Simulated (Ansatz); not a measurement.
# Mg5Zr: relaxing a made-up structure, part 2 of 2

This structure for Mg5Zr is made up. Its elements were placed in a known structure type with a cell scaled to their sizes. What cell does the guess relax to, and how far off was it?

Ansatz 0.2.0; DFT, PBE, plane-wave PAW, files of the set soft_1, scalar-relativistic, no spin, cell and ions relaxed at zero pressure; PAW set soft_1 (the session's first sound run).

So far: Starting point; Relaxation of the guess. The relaxed cell has a = 8.178 Å (conventional setting).

## (3) Electronic structure of the relaxed cell

With the geometry fixed, one more self-consistent run, with a narrower smearing and the mesh shown in its input, gives the bands, and its pressure, and its forces where symmetry allows any, show how far the geometry depends on these settings.

This step: DFT, PBE, plane-wave PAW, files of the set soft_1, scalar-relativistic, no spin, bands and density of states at the relaxed cell; PAW set soft_1 (Ansatz 0.2.0).

The input, input.yaml:

```yaml
crystal:
  lattice:
    - [0.0, 4.0889762493, 4.0889762493]
    - [4.0889762493, 0.0, 4.0889762493]
    - [4.0889762493, 4.0889762493, 0.0]
  atoms:
    - { symbol: Zr, position: [0.0, 0.0, 0.0] }
    - { symbol: Mg, position: [0.6258560466, 0.6258560466, 0.1224318603] }
    - { symbol: Mg, position: [0.6258560466, 0.1224318603, 0.6258560466] }
    - { symbol: Mg, position: [0.6258560466, 0.6258560466, 0.6258560466] }
    - { symbol: Mg, position: [0.1224318603, 0.6258560466, 0.6258560466] }
    - { symbol: Mg, position: [0.25, 0.25, 0.25] }
kpoints:
  mp_grid: { grid: [8, 8, 8] }
  band_path:
    path:
      - [[0.0, 0.0, 0.0], [0.5, 0.0, 0.5], [0.5, 0.25, 0.75], [0.375, 0.375, 0.75], [0.0, 0.0, 0.0], [0.5, 0.5, 0.5], [0.625, 0.25, 0.625], [0.5, 0.25, 0.75], [0.5, 0.5, 0.5], [0.375, 0.375, 0.75]]
      - [[0.625, 0.25, 0.625], [0.5, 0.0, 0.5]]
    npoints: 8
scf:
  occupations: { method: fermi_dirac, width: 0.03 }
  n_extra_bands: 10
hamiltonian:
  xc: pbe
  pseudopotentials: { kind: paw, azcp: { folder: soft_1 } }
output:
  forces: true
  stress: true
  write_bands: true
  dos: { projected: true }
  write_density: true
  write_potential: true
  elf: true
  volumetric_format: npy
```

Run with:

```console
> ansatz run input.yaml --threads 4 --pin off --max-ram 10240MiB --backend cpu --events-out ev --progress --plain --runs-dir out
```

Numbers of over 12 decimals in the logs are rounded to 6 here.

Log:

```text
[...]
Crystal: 6 atoms, lattice volume = 136.733 Å³
Basis set: ecut = 420 eV, 2685 PW (Γ), exchange–correlation on 80×80×80 points (8 copies of the dense FFT grid, shifted against one another)
Bands: 41, of which v1, the nominal top of the filled ones, is band 31 counted from 1 (30 counted from 0)
Symmetry: 24 space group operations
[...]
k-points: 29 of 512 (time reversal used)
[...]
SCF iter   1: F=—  HF=-13801.905738 eV  |F-HF|=—  |Δ(HF+E_count)|=         —  Δρ=1.64e-2  dr2=6.88e-1  ethr=3.10e-3  ⟨swp⟩=7.1  Hψ=5125  notcnv=0
[...]
SCF iter   8: F=-13801.737217 eV  HF=-13801.737217 eV  |F-HF|=1.20e-8  |Δ(HF+E_count)|=   1.86e-8  Δρ=2.90e-6  dr2=7.61e-9  ethr=1.61e-10  ⟨swp⟩=13.8  Hψ=8510  notcnv=0
SCF 1 converged in 8 iterations: F = -13801.737217 eV  dr2 = 7.61e-9
[...]
NSCF: frozen V_eff on 82 k-points
SCF converged after 8 iterations
Free energy (F): -13801.737217 eV
[...]
Internal energy: -13801.719941 eV  (E = F + TS)
E sigma→0 (E₀):  -13801.728579 eV
Entropy (-TS):   -0.017276 eV (-2.879 meV/atom)
Fermi energy:    7.021413 eV
[...]
--- Forces (eV/Å), atoms counted from 1 ---
  atom   1  Zr     0.00000000    -0.00000000     0.00000000
  atom   2  Mg    -0.02265581    -0.02265581     0.02265581
  atom   3  Mg    -0.02265581     0.02265581    -0.02265581
  atom   4  Mg     0.02265581     0.02265581     0.02265581
  atom   5  Mg     0.02265581    -0.02265581    -0.02265581
  atom   6  Mg    -0.00000000    -0.00000000    -0.00000000
  max |Σ_I F_I| component: 6.13e-17 eV/Å
--- Stress (GPa, compression-positive) ---
       -0.002650      -0.000000      -0.000000
       -0.000000      -0.002650       0.000000
       -0.000000       0.000000      -0.002650
  P = ⅓ Tr σ = -0.0027 GPa (-0.027 kbar)
--- Band table (eV; the first three rows and the last of 29) ---
  k-point 0: bands = [... 27 lower, 5.5536, 5.8418, 6.5281, 6.5281, 7.2046, 7.2046, 7.2046, 7.2611, ... 6 higher]
  k-point 1: bands = [... 27 lower, 5.5523, 5.8427, 6.3642, 6.3642, 7.1386, 7.4313, 7.4313, 7.9137, ... 6 higher]
  k-point 2: bands = [... 27 lower, 5.4863, 5.5987, 6.2857, 6.2857, 7.2112, 7.5966, 7.5966, 8.2106, ... 6 higher]
  k-point 28: bands = [... 27 lower, 3.6268, 6.3954, 6.4738, 6.6132, 7.0960, 7.4765, 7.8921, 8.8509, ... 6 higher]
```

Elapsed: 6.1 s, on 4 threads of Intel Xeon Platinum 8488C (Sapphire Rapids), shared host; peak memory 0.66 GiB.

Reading the cycles: dr2 is the Hartree energy of the density residual (eV), the measure of convergence; HF is the Harris–Foulkes estimate of the energy, which meets the free energy F at convergence.

Numbers from this step:

```yaml
free_energy: -13801.7372 eV
energy_at_zero_smearing: -13801.7286 eV
smearing_term_ts: 0.01728 eV
fermi_energy: 7.021 eV
pressure: -0.002650 GPa
```

bands.tsv at the labelled points (eV, zero at the Fermi level; the bands that come nearest the Fermi level along the path):

```tsv
point	band 28	band 29	band 30	band 31	band 32	band 33	band 34	band 35
Γ	-1.47	-1.18	-0.49	-0.49	0.18	0.18	0.18	0.24
X	-2.11	-2.11	-2.01	0.13	0.34	0.34	1.02	2.15
W	-3.39	-0.63	-0.55	-0.41	0.07	0.46	0.87	1.83
K	-2.23	-2.00	-0.40	-0.03	0.26	0.29	0.81	1.91
Γ	-1.47	-1.18	-0.49	-0.49	0.18	0.18	0.18	0.24
L	-1.71	-1.54	-0.51	-0.41	-0.41	0.18	0.18	2.52
U	-2.23	-2.00	-0.40	-0.03	0.26	0.29	0.81	1.91
W	-3.39	-0.63	-0.55	-0.41	0.07	0.46	0.87	1.83
L	-1.71	-1.54	-0.51	-0.41	-0.41	0.18	0.18	2.52
K	-2.23	-2.00	-0.40	-0.03	0.26	0.29	0.81	1.91
U	-2.23	-2.00	-0.40	-0.03	0.26	0.29	0.81	1.91
X	-2.11	-2.11	-2.01	0.13	0.34	0.34	1.02	2.15
```

States per cell as run, both spins, in windows of 1 eV, from dos.tsv (zero at the Fermi level): Near the top, bands beyond those computed are missing, so counts there can be too low.

| from | to | total |
| --- | --- | --- |
| -8 | -7 | 0.00 |
| -7 | -6 | 0.40 |
| -6 | -5 | 1.20 |
| -5 | -4 | 1.44 |
| -4 | -3 | 1.79 |
| -3 | -2 | 2.10 |
| -2 | -1 | 3.21 |
| -1 | 0 | 3.94 |
| 0 | 1 | 5.97 |
| 1 | 2 | 1.57 |
| 2 | 3 | 3.18 |

Below -8 eV lie 48.0 more states.

Valence density in the ac plane of a cell with a along [110], b along [-110] and c along [001] of the cube at fractional y = 0.000, with atoms of Zr and Mg within 0.2 Å of it. It is the smooth field of the valence electrons, not physical close to the nuclei.

Values in e/Å³, 12 rows by 16 columns, each cell a mean:
```
 3  1  0  0  0  0  0  3  3  1  0  0  0  0  0  3
 0  0  0  0  0  0  0  0  0  0  0  0  0  0  0  0
 0  0  0  6 10  0  0  0  0  0  0  6 10  0  0  0
 0  0  0  4  6  0  0  0  0  0  0  4  6  0  0  0
 0  0  0  0  0  0  0  0  0  0  0  0  0  0  0  0
 0  0  0  0  0  0  0  0  0  0  0  0  0  0  0  0
 0  1  2  0  0  2  2  0  0  1  2  0  0  2  2  0
 0  8 13  0  0  8 13  0  0  8 13  0  0  8 13  0
 0  1  1  0  0  1  1  0  0  1  1  0  0  1  1  0
 0  0  0  0  0  0  0  0  0  0  0  0  0  0  0  0
 1  0  0  0  0  0  0  1  1  0  0  0  0  0  0  1
 3  1  0  0  0  0  0  3  3  1  0  0  0  0  0  3
```
Columns run along a (11.6 Å), rows up along c (8.2 Å), edges of the conventional cell, whose origin can differ from the input's. Atoms in or near the plane, at fractional coordinates: Zr at (0.50, 0.00), Zr at (0.00, 0.00), Mg at (0.87, 0.37), Mg at (0.37, 0.37), Mg at (0.63, 0.37), Mg at (0.13, 0.37), Mg at (0.75, 0.75), Mg at (0.25, 0.75).

Electrostatic potential energy in the ac plane of a cell with a along [110], b along [-110] and c along [001] of the cube at fractional y = 0.000, with atoms of Zr and Mg within 0.2 Å of it. With pseudopotentials it is smooth inside the atoms' cores, unlike the true potential.

Ten even steps from '0' (-69 eV) to '9' (9 eV), each cell a mean:
```
125899999999985211379999999999731
347999999999997433689999999999863
778999999999998777899999999999987
999999876789999999999998668999999
999999720279999999999985115899999
999999600069999999999982003899999
999999720279999999999985115899999
999999876789999999999998668999999
999999999999999999999999999999999
999999999999999999999999999999999
999999999999999999999999999999999
999889999999889999998899999988999
998546899986458999874579999754799
996102799971016999830048998400389
985001699961005999720048998300289
997324899984247999852369998632689
999878999998789999987889999888899
999999999999999999999999999999999
999999999999999999999999999999999
889999999999999888999999999999998
568999999999998655799999999999975
236899999999986322489999999999742
125899999999985211379999999999731
```
Columns run along a (11.6 Å; values clipped at the 3rd and 97th percentile), rows up along c (8.2 Å), edges of the conventional cell, whose origin can differ from the input's. Atoms in or near the plane, at fractional coordinates: Zr at (0.50, 0.00), Zr at (0.00, 0.00), Mg at (0.87, 0.37), Mg at (0.37, 0.37), Mg at (0.63, 0.37), Mg at (0.13, 0.37), Mg at (0.75, 0.75), Mg at (0.25, 0.75).

ELF in the ac plane of a cell with a along [110], b along [-110] and c along [001] of the cube at fractional y = 0.000, with atoms of Zr and Mg within 0.2 Å of it. It is the smooth field of the valence electrons, not physical close to the nuclei.

Values, 12 rows by 16 columns, each cell a mean:
```
0.67 0.32 0.31 0.52 0.53 0.39 0.22 0.67 0.67 0.32 0.31 0.52 0.53 0.39 0.22 0.67
0.30 0.18 0.31 0.17 0.16 0.29 0.20 0.26 0.30 0.18 0.31 0.17 0.16 0.29 0.20 0.26
0.40 0.42 0.23 0.23 0.26 0.16 0.42 0.40 0.40 0.42 0.23 0.23 0.26 0.16 0.42 0.40
0.54 0.51 0.27 0.20 0.24 0.19 0.49 0.53 0.54 0.51 0.27 0.20 0.24 0.19 0.49 0.53
0.59 0.55 0.46 0.26 0.23 0.42 0.53 0.59 0.59 0.55 0.46 0.26 0.23 0.42 0.53 0.59
0.72 0.48 0.35 0.52 0.55 0.37 0.42 0.69 0.72 0.48 0.35 0.52 0.55 0.37 0.42 0.69
0.55 0.18 0.19 0.31 0.41 0.17 0.19 0.42 0.55 0.18 0.19 0.31 0.41 0.17 0.19 0.42
0.33 0.24 0.25 0.22 0.31 0.24 0.25 0.23 0.33 0.24 0.25 0.22 0.31 0.24 0.25 0.23
0.44 0.17 0.18 0.39 0.47 0.19 0.17 0.35 0.44 0.17 0.18 0.39 0.47 0.19 0.17 0.35
0.34 0.46 0.57 0.59 0.58 0.59 0.49 0.36 0.34 0.46 0.57 0.59 0.58 0.59 0.49 0.36
0.42 0.28 0.61 0.59 0.57 0.64 0.34 0.37 0.42 0.28 0.61 0.59 0.57 0.64 0.34 0.37
0.60 0.37 0.42 0.60 0.60 0.50 0.28 0.65 0.60 0.37 0.42 0.60 0.60 0.50 0.28 0.65
```
Columns run along a (11.6 Å), rows up along c (8.2 Å), edges of the conventional cell, whose origin can differ from the input's. Atoms in or near the plane, at fractional coordinates: Zr at (0.50, 0.00), Zr at (0.00, 0.00), Mg at (0.87, 0.37), Mg at (0.37, 0.37), Mg at (0.63, 0.37), Mg at (0.13, 0.37), Mg at (0.75, 0.75), Mg at (0.25, 0.75).

## (4) Outcome

- space group, relaxed: F-43m
- conventional cell: a = 8.178, b = 8.178, c = 8.178 Å; α = 90.0°, β = 90.0°, γ = 90.0°
- volume per atom: 22.79 Å³ (guess 23.78)

Mg5Zr relaxes to F-43m with a = 8.178, b = 8.178 and c = 8.178 Å. The guessed volume was 4 % too large. The space group F-43m was held in the relaxation, so the end point is a stationary structure within it and may be a saddle against distortions or other arrangements. Bands cross the Fermi level, so it is a metal or semimetal at this level. On the 8×8×8 mesh with the narrower smearing (relaxed on 6×6×6) the largest force component is 0.023 eV/Å and the largest stress component is 0.003 GPa, against the relaxation's thresholds of 0.015 eV/Å and 0.05 GPa. The cutoff wasn't tested. No dispersion term is used, so weakly bound directions may come out too long. Nothing here tests whether the compound is stable against decomposition.

[Logs are printed without paths, hosts, clocks, repeated set-up lines and the standing remarks that a program may print on its own settings, such as how far it seeks lower states.]

[Hosts, paths, dates, database ids (printed as entryN), source tags and the programs' standing remarks are cut or masked in the printed files.]
